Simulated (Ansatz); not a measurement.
# Squeezing and shearing CuH8C6N2Cl2 (C2/m) (152 atoms)

Aim: relax CuH8C6N2Cl2 (C2/m) (152 atoms), then change its volume and shape to read moduli from the stress.

Method: Kohn-Sham DFT, LDA, PAW (set soft_2), plane waves, in Ansatz 0.2.0.

**1. The starting structure**

The cell holds 152 atoms: 8 Cu, 64 H, 48 C, 16 N and 16 Cl. Cell: a = 12.819 Å, b = 13.806 Å, c = 9.576 Å, α = 90.0°, β = 106.0°, γ = 90.0°. It derives from CuH8C6N2Cl2 (C2/m), repeated 1×2×1. CuH8C6N2Cl2, space group C2/m, structure from the Crystallography Open Database, 1 x 2 x 1 conventional cells; every coordinate displaced by a Gaussian of 0.02 Å; bonds to H set to neutron lengths (C-H 1.089, N-H 1.015, O-H 0.983, B-H 1.19 Å) where the listed ones are shorter.

What the set-up can't give: The main run has no spin polarisation, so moments on Cu can't form in it, and no Hubbard term.

**2. Single point at the start**

The forces at the start show how far the geometry lies from a minimum of this functional.

File input.yaml:

```yaml
crystal:
  lattice:
    - [12.8193, 0.0, 0.0]
    - [0.0, 13.8062, 0.0]
    - [-2.63658, 0.0, 9.20577]
  atoms:
    - { symbol: Cu, position: [0.95915, 0.24903, 0.66231] }
    - { symbol: Cu, position: [0.04019, 0.25139, 0.33825] }
    - { symbol: Cu, position: [0.4624, 0.99987, 0.66205] }
    - { symbol: Cu, position: [0.54306, 0.9974, 0.33635] }
    - { symbol: H, position: [0.83231, 0.40868, 0.48368] }
    - { symbol: H, position: [0.16466, 0.41239, 0.51433] }
    - { symbol: H, position: [0.33277, 0.16216, 0.48461] }
    - { symbol: H, position: [0.66841, 0.16203, 0.51172] }
    - { symbol: H, position: [0.16828, 0.08664, 0.51801] }
    - { symbol: H, position: [0.83135, 0.08981, 0.48592] }
    - { symbol: H, position: [0.66604, 0.33741, 0.51537] }
    - { symbol: H, position: [0.33153, 0.33965, 0.48647] }
    - { symbol: H, position: [0.57004, 0.07224, 0.91524] }
    - { symbol: H, position: [0.42799, 0.07466, 0.08418] }
    - { symbol: H, position: [0.06958, 0.3222, 0.91182] }
    - { symbol: H, position: [0.93099, 0.32366, 0.08393] }
    - { symbol: H, position: [0.42984, 0.42857, 0.08518] }
    - { symbol: H, position: [0.57054, 0.42841, 0.91481] }
    - { symbol: H, position: [0.92974, 0.17912, 0.08742] }
    - { symbol: H, position: [0.07066, 0.17994, 0.91139] }
    - { symbol: H, position: [0.61756, 0.18079, 0.00845] }
    - { symbol: H, position: [0.38152, 0.18316, 0.99561] }
    - { symbol: H, position: [0.11924, 0.43183, 0.00867] }
    - { symbol: H, position: [0.88118, 0.43178, 0.99519] }
    - { symbol: H, position: [0.38017, 0.31654, 0.99337] }
    - { symbol: H, position: [0.6186, 0.31859, 0.00589] }
    - { symbol: H, position: [0.87979, 0.0708, 0.99448] }
    - { symbol: H, position: [0.12016, 0.06378, 0.00604] }
    - { symbol: H, position: [0.68149, 0.1322, 0.87864] }
    - { symbol: H, position: [0.31872, 0.13508, 0.12419] }
    - { symbol: H, position: [0.18277, 0.38207, 0.87972] }
    - { symbol: H, position: [0.81456, 0.38124, 0.12094] }
    [... 114 atom lines left out ...]
    - { symbol: Cl, position: [0.37205, 0.49999, 0.37788] }
    - { symbol: Cl, position: [0.62543, 0.50118, 0.62115] }
    - { symbol: Cl, position: [0.81815, 0.74942, 0.76326] }
    - { symbol: Cl, position: [0.18222, 0.7505, 0.23614] }
    - { symbol: Cl, position: [0.32185, 0.49647, 0.76322] }
    - { symbol: Cl, position: [0.68091, 0.5026, 0.23773] }
kpoints:
  mp_grid: { grid: [1, 1, 2] }
hamiltonian:
  xc: lda
scf:
  occupations: { method: gaussian, width: 0.05 }
output:
  forces: true
```

The run is started by

```
$ ansatz run input.yaml --threads 4 --pin off --max-ram 15872MiB --backend cpu --events-out ev --progress --plain --runs-dir out
```

Log:

```text
[...]
Pseudopotentials: kind: paw
Pseudopotential: Cu, paw, valence charge 19, recommended cutoff 420 eV (normal), Cu.paw.azcp
Pseudopotential: H, paw, valence charge 1, recommended cutoff 420 eV (normal), H.paw.azcp
Pseudopotential: C, paw, valence charge 4, recommended cutoff 420 eV (normal), C.paw.azcp
Pseudopotential: N, paw, valence charge 5, recommended cutoff 420 eV (normal), N.paw.azcp
Pseudopotential: Cl, paw, valence charge 7, recommended cutoff 420 eV (normal), Cl.paw.azcp
[...]
Crystal: 152 atoms, lattice volume = 1629.291 Å³
Basis set: ecut = 420 eV, 31805 PW (Γ)
Bands: 452, of which v1, the nominal top of the filled ones, is band 300 counted from 1 (299 counted from 0)
Symmetry: 1 space group operations
Space group: P1 (ITA 1), of the structure as read, at distance tolerance 1.2e-4 Å
k-points: 2
[...]
Initial density: superposition of atomic densities (neutral atoms: chi_scale 0, normalization atom), corrected by the library's trained network
Initial wavefunctions: pseudopotential atomic-orbital guess
[...]
SCF iter   1: F=—  HF=-87811.162334 eV  |F-HF|=—  |Δ(HF+E_count)|=         —  Δρ=1.18e-2  dr2=1.77e0  ethr=1.77e-3  ⟨swp⟩=5.0  Hψ=3554  notcnv=0  defer=236
preconditioner: auto → LDOS  [insulator: Δε(μ)=0.053 eV  Ē_g=13.773 eV  σ=0.050 eV  W_gap=0.53  n_scr=338 (ndim 8)  ℏωp=21.3 eV  f_vac=0.112  D(μ)=38.21/eV (n_scr^D=246)  ε∞_Penn≈3.4  β→1.0]
SCF iter   2: F=—  HF=-87810.933785 eV  |F-HF|=—  |Δ(HF+E_count)|=   2.29e-1  Δρ=8.25e-3  dr2=8.44e-1  ethr=2.94e-4  ⟨swp⟩=2.0  Hψ=1652  notcnv=0  defer=280
SCF iter   3: F=—  HF=-87810.743129 eV  |F-HF|=—  |Δ(HF+E_count)|=   1.91e-1  Δρ=4.44e-3  dr2=2.54e-1  ethr=1.41e-4  ⟨swp⟩=2.0  Hψ=1248  notcnv=0  defer=70
automatic band count: iteration 3 solves 347 bands in place of 452: the levels show a gap, and the empty bands left out lie too high to hold charge; the band table lists the bands solved (type scf.n_extra_bands for more)
SCF iter   4: F=—  HF=-87810.703304 eV  |F-HF|=—  |Δ(HF+E_count)|=   3.98e-2  Δρ=2.16e-3  dr2=7.69e-2  ethr=4.23e-5  ⟨swp⟩=2.0  Hψ=808  notcnv=0  defer=70
SCF iter   5: F=—  HF=-87810.691507 eV  |F-HF|=—  |Δ(HF+E_count)|=   1.18e-2  Δρ=1.51e-3  dr2=3.89e-2  ethr=1.28e-5  ⟨swp⟩=2.0  Hψ=941  notcnv=0  defer=70
[...]
SCF iter  18: F=—  HF=-87810.686275 eV  |F-HF|=—  |Δ(HF+E_count)|=   2.02e-8  Δρ=4.07e-6  dr2=2.54e-7  ethr=8.19e-11  ⟨swp⟩=1.0  Hψ=624  notcnv=0  defer=70
SCF iter  19: F=-87810.686275 eV  HF=-87810.686275 eV  |F-HF|=7.15e-8  |Δ(HF+E_count)|=   1.17e-8  Δρ=2.17e-6  dr2=7.34e-8  ethr=1.67e-11  ⟨swp⟩=2.5  Hψ=1895  notcnv=0
SCF 1 converged in 19 iterations: F = -87810.686275 eV  dr2 = 7.34e-8
[...]
SCF converged after 19 iterations
Free energy (F): -87810.686275 eV
Harris-Foulkes:  -87810.686275 eV  (|F-HF|=7.15e-8)
Internal energy: -87810.638929 eV  (E = F + TS)
E sigma→0 (E₀):  -87810.662602 eV
Entropy (-TS):   -0.047346 eV (-0.311 meV/atom)
Fermi energy:    2.647150 eV
--- Per-component energies (eV) ---
[...]
Σ components = -87810.686275   (vs F -87810.686275, Δ=0.00e0)
--- Forces (eV/Å), atoms counted from 1 ---
  atom   1  Cu     0.26259714    -0.00254381     0.03239884
  atom   2  Cu    -0.04778476    -0.15234194    -0.02543988
  atom   3  Cu    -0.29279748    -0.06171633     0.10990752
  atom   4  Cu    -0.13587086     0.22279076     0.14820572
[...]
atom 152  Cl    -0.20600481    -0.03244649     0.11656017
  max |Σ_I F_I| component: 3.24e-5 eV/Å
```

It took 42 s on 4 threads of Arm Neoverse V2, shared host; peak memory 6.4 GiB.

The r.m.s. force at the start is 0.92 eV/Å.

**3. Cell and atoms relaxed**

The cell is relaxed with the atoms, since the starting lattice needn't suit this functional.

File input.yaml:

```yaml
crystal:
  lattice:
    - [12.8193, 0.0, 0.0]
    - [0.0, 13.8062, 0.0]
    - [-2.63658, 0.0, 9.20577]
  atoms:
    [... the 152 atom lines of step 2 ...]
kpoints:
  mp_grid: { grid: [1, 1, 2] }
hamiltonian:
  xc: lda
scf:
  occupations: { method: gaussian, width: 0.05 }
output:
  forces: true
relax:
  f_tol: 0.05
  max_steps: 150
  cell: {}
```

Log:

```text
[...]
Crystal: 152 atoms, lattice volume = 1629.291 Å³
Basis set: ecut = 420 eV, 31805 PW (Γ)
Bands: 452, of which v1, the nominal top of the filled ones, is band 300 counted from 1 (299 counted from 0)
Symmetry: 1 space group operations
[...]
k-points: 2
[...]
SCF iter   1: F=—  HF=-87811.162334 eV  |F-HF|=—  |Δ(HF+E_count)|=         —  Δρ=1.18e-2  dr2=1.77e0  ethr=1.77e-3  ⟨swp⟩=5.0  Hψ=3554  notcnv=0  defer=236
[...]
SCF iter  18: F=—  HF=-87810.686275 eV  |F-HF|=—  |Δ(HF+E_count)|=   1.39e-8  Δρ=4.06e-6  dr2=2.67e-7  ethr=4.65e-11  ⟨swp⟩=2.0  Hψ=976  notcnv=0  defer=280
SCF iter  19: F=-87810.686275 eV  HF=-87810.686275 eV  |F-HF|=9.20e-8  |Δ(HF+E_count)|=   1.36e-8  Δρ=2.47e-6  dr2=9.46e-8  ethr=1.67e-11  ⟨swp⟩=2.0  Hψ=2124  notcnv=0
SCF 1 converged in 19 iterations: F = -87810.686275 eV  dr2 = 9.46e-8
[...]
relax step   1: F+E_penalty+E_count = -87810.68627463 eV  Δ(F+E_penalty+E_count) = +0.000e0 eV  max|allowed force component| = 4.770e0 eV/Å  Δτ_max = 0.0000 Å  P = -2.723 GPa  Ω = 1629.291 Å³  (19 SCF iters, dr2 threshold 1.00e-7 eV, accepted)
[... from here on, the SCF cycles and remarks between the steps are left out ...]
relax step   2: F+E_penalty+E_count = -87814.21674637 eV  Δ(F+E_penalty+E_count) = -3.530e0 eV  max|allowed force component| = 2.322e0 eV/Å  Δτ_max = 0.1391 Å  P = -0.619 GPa  Ω = 1491.037 Å³  energy of the carried Pulay correction = +3.588e-1 eV  (14 SCF iters, dr2 threshold 1.52e-5 eV, accepted)
relax step   3: F+E_penalty+E_count = -87814.91780991 eV  Δ(F+E_penalty+E_count) = -7.011e-1 eV  max|allowed force component| = 4.904e-1 eV/Å  Δτ_max = 0.1229 Å  P = +0.432 GPa  Ω = 1487.376 Å³  energy of the carried Pulay correction = +3.687e-1 eV  (14 SCF iters, dr2 threshold 1.52e-5 eV, accepted)
relax step   4: F+E_penalty+E_count = -87815.05087793 eV  Δ(F+E_penalty+E_count) = -1.331e-1 eV  max|allowed force component| = 2.037e-1 eV/Å  Δτ_max = 0.0612 Å  P = +0.194 GPa  Ω = 1475.280 Å³  energy of the carried Pulay correction = +4.017e-1 eV  (12 SCF iters, dr2 threshold 1.50e-5 eV, accepted)
relax step   5: F+E_penalty+E_count = -87815.05299283 eV  Δ(F+E_penalty+E_count) = -2.115e-3 eV  max|allowed force component| = 7.620e-2 eV/Å  Δτ_max = 0.0418 Å  P = -0.066 GPa  Ω = 1486.084 Å³  energy of the carried Pulay correction = +3.722e-1 eV  (13 SCF iters, dr2 threshold 2.59e-6 eV, accepted)
relax step   6: F+E_penalty+E_count = -87815.05696844 eV  Δ(F+E_penalty+E_count) = -3.976e-3 eV  max|allowed force component| = 5.514e-2 eV/Å  Δτ_max = 0.0596 Å  P = -0.042 GPa  Ω = 1487.673 Å³  energy of the carried Pulay correction = +3.679e-1 eV  (15 SCF iters, dr2 threshold 3.63e-7 eV, accepted)
relax step   7: F+E_penalty+E_count = -87815.07120772 eV  Δ(F+E_penalty+E_count) = -1.424e-2 eV  max|allowed force component| = 5.394e-2 eV/Å  Δτ_max = 0.0646 Å  P = -0.042 GPa  Ω = 1486.720 Å³  energy of the carried Pulay correction = +3.705e-1 eV  (14 SCF iters, dr2 threshold 1.90e-7 eV, accepted)
relax step   8: F+E_penalty+E_count = -87815.08001896 eV  Δ(F+E_penalty+E_count) = -8.811e-3 eV  max|allowed force component| = 8.231e-2 eV/Å  Δτ_max = 0.0602 Å  P = -0.019 GPa  Ω = 1485.969 Å³  energy of the carried Pulay correction = +3.725e-1 eV  (14 SCF iters, dr2 threshold 1.82e-7 eV, accepted)
relax step   9: F+E_penalty+E_count = -87815.08416810 eV  Δ(F+E_penalty+E_count) = -4.149e-3 eV  max|allowed force component| = 5.426e-2 eV/Å  Δτ_max = 0.0714 Å  P = +0.007 GPa  Ω = 1486.608 Å³  energy of the carried Pulay correction = +3.708e-1 eV  (15 SCF iters, dr2 threshold 4.23e-7 eV, accepted)
relax step  10: F+E_penalty+E_count = -87815.08476452 eV  Δ(F+E_penalty+E_count) = -5.964e-4 eV  max|allowed force component| = 7.318e-2 eV/Å  Δτ_max = 0.0742 Å  P = -0.034 GPa  Ω = 1487.449 Å³  energy of the carried Pulay correction = +3.685e-1 eV  (15 SCF iters, dr2 threshold 1.84e-7 eV, accepted)
relax step  11: F+E_penalty+E_count = -87815.08795543 eV  Δ(F+E_penalty+E_count) = -3.191e-3 eV  max|allowed force component| = 1.432e-1 eV/Å  Δτ_max = 0.0313 Å  P = +0.066 GPa  Ω = 1486.902 Å³  energy of the carried Pulay correction = +3.700e-1 eV  (14 SCF iters, dr2 threshold 3.35e-7 eV, accepted)
relax step  12: F+E_penalty+E_count = -87815.09917894 eV  Δ(F+E_penalty+E_count) = -1.122e-2 eV  max|allowed force component| = 2.022e-2 eV/Å  Δτ_max = 0.1216 Å  P = -0.023 GPa  Ω = 1489.072 Å³  energy of the carried Pulay correction = +3.641e-1 eV  (14 SCF iters, dr2 threshold 1.28e-6 eV, accepted)
relax step  13: F+E_penalty+E_count = -87815.06511707 eV  Δ(F+E_penalty+E_count) = +3.406e-2 eV  max|allowed force component| = 5.736e-1 eV/Å  Δτ_max = 0.1955 Å  P = -0.364 GPa  Ω = 1490.307 Å³  energy of the carried Pulay correction = +3.607e-1 eV  (21 SCF iters, dr2 threshold 8.52e-9 eV, rejected (line search))
relax step  14: F+E_penalty+E_count = -87815.10599800 eV  Δ(F+E_penalty+E_count) = -6.819e-3 eV  max|allowed force component| = 3.998e-2 eV/Å  Δτ_max = 0.0977 Å  P = -0.009 GPa  Ω = 1490.907 Å³  energy of the carried Pulay correction = +3.591e-1 eV  (19 SCF iters, accepted)
relax step  15: F+E_penalty+E_count = -87815.11037289 eV  Δ(F+E_penalty+E_count) = -4.375e-3 eV  max|allowed force component| = 1.820e-1 eV/Å  Δτ_max = 0.0955 Å  P = -0.120 GPa  Ω = 1491.020 Å³  energy of the carried Pulay correction = +3.588e-1 eV  (18 SCF iters, dr2 threshold 1.80e-8 eV, accepted)
relax step  16: F+E_penalty+E_count = -87815.12474447 eV  Δ(F+E_penalty+E_count) = -1.437e-2 eV  max|allowed force component| = 5.415e-2 eV/Å  Δτ_max = 0.0310 Å  P = +0.005 GPa  Ω = 1487.826 Å³  energy of the carried Pulay correction = +3.675e-1 eV  (11 SCF iters, dr2 threshold 2.07e-6 eV, accepted)
relax step  17: F+E_penalty+E_count = -87815.12590704 eV  Δ(F+E_penalty+E_count) = -1.163e-3 eV  max|allowed force component| = 1.005e-1 eV/Å  Δτ_max = 0.1158 Å  P = +0.028 GPa  Ω = 1490.050 Å³  energy of the carried Pulay correction = +3.614e-1 eV  (16 SCF iters, dr2 threshold 1.83e-7 eV, accepted)
relax step  18: F+E_penalty+E_count = -87815.12722119 eV  Δ(F+E_penalty+E_count) = -1.314e-3 eV  max|allowed force component| = 1.553e-1 eV/Å  Δτ_max = 0.0877 Å  P = -0.099 GPa  Ω = 1490.917 Å³  energy of the carried Pulay correction = +3.591e-1 eV  (13 SCF iters, dr2 threshold 6.31e-7 eV, accepted)
relax step  19: F+E_penalty+E_count = -87815.12780972 eV  Δ(F+E_penalty+E_count) = -5.885e-4 eV  max|allowed force component| = 6.193e-2 eV/Å  Δτ_max = 0.0580 Å  P = -0.005 GPa  Ω = 1492.039 Å³  energy of the carried Pulay correction = +3.561e-1 eV  (12 SCF iters, dr2 threshold 1.51e-6 eV, accepted)
relax step  20: F+E_penalty+E_count = -87815.13443263 eV  Δ(F+E_penalty+E_count) = -6.623e-3 eV  max|allowed force component| = 5.512e-2 eV/Å  Δτ_max = 0.0581 Å  P = -0.017 GPa  Ω = 1491.570 Å³  energy of the carried Pulay correction = +3.573e-1 eV  (14 SCF iters, dr2 threshold 2.40e-7 eV, accepted)
relax step  21: F+E_penalty+E_count = -87815.13614028 eV  Δ(F+E_penalty+E_count) = -1.708e-3 eV  max|allowed force component| = 1.516e-1 eV/Å  Δτ_max = 0.0764 Å  P = -0.043 GPa  Ω = 1491.607 Å³  energy of the carried Pulay correction = +3.572e-1 eV  (14 SCF iters, dr2 threshold 1.90e-7 eV, accepted)
relax step  22: F+E_penalty+E_count = -87815.13901503 eV  Δ(F+E_penalty+E_count) = -2.875e-3 eV  max|allowed force component| = 4.715e-2 eV/Å  Δτ_max = 0.0141 Å  P = -0.017 GPa  Ω = 1491.479 Å³  energy of the carried Pulay correction = +3.576e-1 eV  (9 SCF iters, dr2 threshold 1.44e-6 eV, accepted)
relax step  23: F+E_penalty+E_count = -87815.13946539 eV  Δ(F+E_penalty+E_count) = -4.504e-4 eV  max|allowed force component| = 5.671e-2 eV/Å  Δτ_max = 0.0852 Å  P = -0.032 GPa  Ω = 1492.369 Å³  energy of the carried Pulay correction = +3.552e-1 eV  (19 SCF iters, accepted)
relax step  24: F+E_penalty+E_count = -87815.14132276 eV  Δ(F+E_penalty+E_count) = -1.857e-3 eV  max|allowed force component| = 5.584e-2 eV/Å  Δτ_max = 0.0600 Å  P = -0.025 GPa  Ω = 1492.403 Å³  energy of the carried Pulay correction = +3.551e-1 eV  (15 SCF iters, dr2 threshold 2.01e-7 eV, accepted)
relax step  25: F+E_penalty+E_count = -87815.14334016 eV  Δ(F+E_penalty+E_count) = -2.017e-3 eV  max|allowed force component| = 3.459e-2 eV/Å  Δτ_max = 0.0330 Å  P = -0.007 GPa  Ω = 1492.203 Å³  energy of the carried Pulay correction = +3.556e-1 eV  (11 SCF iters, dr2 threshold 1.95e-7 eV, accepted)
relax step  26: F+E_penalty+E_count = -87814.90440773 eV  Δ(F+E_penalty+E_count) = +2.389e-1 eV  max|allowed force component| = 3.431e-2 eV/Å  Δτ_max = 0.0000 Å  P = -0.221 GPa  Ω = 1492.203 Å³  stress off target by 2.73e-1 GPa  SCF on the basis re-selected at this cell (its energy is not comparable with the rows above)  (13 SCF iters)
relax step  27: F+E_penalty+E_count = -87814.97065296 eV  Δ(F+E_penalty+E_count) = -6.625e-2 eV  max|allowed force component| = 8.468e-2 eV/Å  Δτ_max = 0.0581 Å  P = +0.006 GPa  Ω = 1470.392 Å³  energy of the carried Pulay correction = +5.593e-2 eV  (16 SCF iters, dr2 threshold 1.87e-7 eV, accepted)
relax step  28: F+E_penalty+E_count = -87814.96192587 eV  Δ(F+E_penalty+E_count) = +8.727e-3 eV  max|allowed force component| = 1.774e-1 eV/Å  Δτ_max = 0.0694 Å  P = +0.058 GPa  Ω = 1474.245 Å³  energy of the carried Pulay correction = +4.602e-2 eV  (13 SCF iters, dr2 threshold 4.48e-7 eV, accepted)
relax step  29: F+E_penalty+E_count = -87814.96330298 eV  Δ(F+E_penalty+E_count) = -1.377e-3 eV  max|allowed force component| = 1.112e-2 eV/Å  Δτ_max = 0.0393 Å  P = +0.005 GPa  Ω = 1475.057 Å³  energy of the carried Pulay correction = +4.348e-2 eV  (10 SCF iters, dr2 threshold 1.97e-6 eV, accepted)
relax step  30: F+E_penalty+E_count = -87814.92001089 eV  Δ(F+E_penalty+E_count) = +4.329e-2 eV  max|allowed force component| = 1.080e-2 eV/Å  Δτ_max = 0.0000 Å  P = -0.012 GPa  Ω = 1475.057 Å³  stress off target by 3.08e-2 GPa  SCF on the basis re-selected at this cell (its energy is not comparable with the rows above)  (12 SCF iters)
[...]
SCF converged after 12 iterations
Free energy (F): -87814.920011 eV
[...]
Internal energy: -87814.852480 eV  (E = F + TS)
E sigma→0 (E₀):  -87814.886246 eV
Entropy (-TS):   -0.067531 eV (-0.444 meV/atom)
Fermi energy:    3.627043 eV
[...]
Σ components = -87814.920011   (vs F -87814.920011, Δ=0.00e0)
--- Forces (eV/Å), atoms counted from 1 ---
  atom   1  Cu     0.00285622     0.00029201     0.00239178
  atom   2  Cu    -0.00260494    -0.00001320    -0.00087358
  atom   3  Cu     0.00322741     0.00014749    -0.00006314
  atom   4  Cu    -0.00179702     0.00078386     0.00030263
[...]
atom 152  Cl     0.00035693     0.00168954    -0.00247002
  max |Σ_I F_I| component: 7.03e-5 eV/Å
--- Stress (GPa, compression-positive) ---
       -0.018772      -0.002944      -0.008367
       -0.002944       0.009025       0.001628
       -0.008367       0.001628      -0.024997
  P = ⅓ Tr σ = -0.0116 GPa (-0.116 kbar)
--- Relaxed structure (28 steps of the walk, 27 accepted, 2 SCFs on fresh bases) ---
  F+E_penalty+E_count = -87814.92001089 eV   max|allowed force component| = 1.080e-2 eV/Å   (the final SCF, on the basis selected at the relaxed cell)
  cell:  # Å, volume = 1475.0565 Å³
    - [12.209864, -0.032919, -0.146232]
    - [-0.035453, 13.428540, -0.027918]
    - [-2.616248, -0.011845, 9.027843]
  atoms:
    - { symbol: Cu, position: [0.952003, 0.250940, 0.657180] }
    - { symbol: Cu, position: [0.044291, 0.252095, 0.343006] }
    - { symbol: Cu, position: [0.455914, 0.997677, 0.656482] }
    - { symbol: Cu, position: [0.548246, 0.998754, 0.342520] }
[...]
- { symbol: Cl, position: [0.678552, 0.501937, 0.226920] }
```

Run time: 21 min. Hardware: 4 threads; peak memory 6.5 GiB.

The relaxation converged after 28 steps, with a largest force component of 0.011 eV/Å.

(Part 1 of 3 ends here.)

[Long decimals in the printed logs are rounded to 6 places.]

[Logs are printed without paths, hosts, clocks, repeated set-up lines and the standing remarks that a program may print on its own settings, such as how far it seeks lower states.]

[Hosts, paths, dates, database ids (printed as entryN), source tags and the programs' standing remarks are cut or masked in the printed files.]
